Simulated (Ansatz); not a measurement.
# Direct or indirect: GaN (P6_3mc)

Space group P6_3mc (No. 186). a = 3.180 Å, b = 3.180 Å, c = 5.166 Å, α = 90.00°, β = 90.00°, γ = 120.00°
```tsv
atom	site	symmetry	x	y	z
Ga	2b	3m.	0.6667	0.3333	0.5000
N	2b	3m.	0.6667	0.3333	0.8750
```

Method: Ansatz, PBE, independent particles, without spin-orbit coupling, line width 0.15 eV (Gaussian). The band structure gives a fundamental gap of 1.96 eV. The spectrum of vertical transitions near the edge:

| E (eV) | Im ε, E ∥ xy | Im ε, E ∥ z |
| --- | --- | --- |
| 1.50 | 0.00 | 0.00 |
| 1.62 | 0.00 | 0.00 |
| 1.74 | 0.01 | 0.00 |
| 1.86 | 0.06 | 0.03 |
| 1.98 | 0.28 | 0.16 |
| 2.10 | 0.58 | 0.46 |
| 2.22 | 0.81 | 0.75 |
| 2.34 | 0.95 | 0.95 |
| 2.46 | 1.05 | 1.08 |
| 2.58 | 1.12 | 1.18 |
| 2.70 | 1.18 | 1.26 |
| 2.82 | 1.23 | 1.32 |
| 2.94 | 1.27 | 1.37 |
| 3.06 | 1.30 | 1.42 |
| 3.18 | 1.33 | 1.47 |

(1) Is the gap direct or indirect, and about where do vertical transitions set in?

## Answers

(1) Direct: the band path has its least direct gap at the fundamental one, 1.96 eV, and the curves rise from there. Lines are broadened by 0.15 eV, which spreads the edge.

[Logs are printed without paths, hosts, clocks, repeated set-up lines and the standing remarks that a program may print on its own settings, such as how far it seeks lower states.]
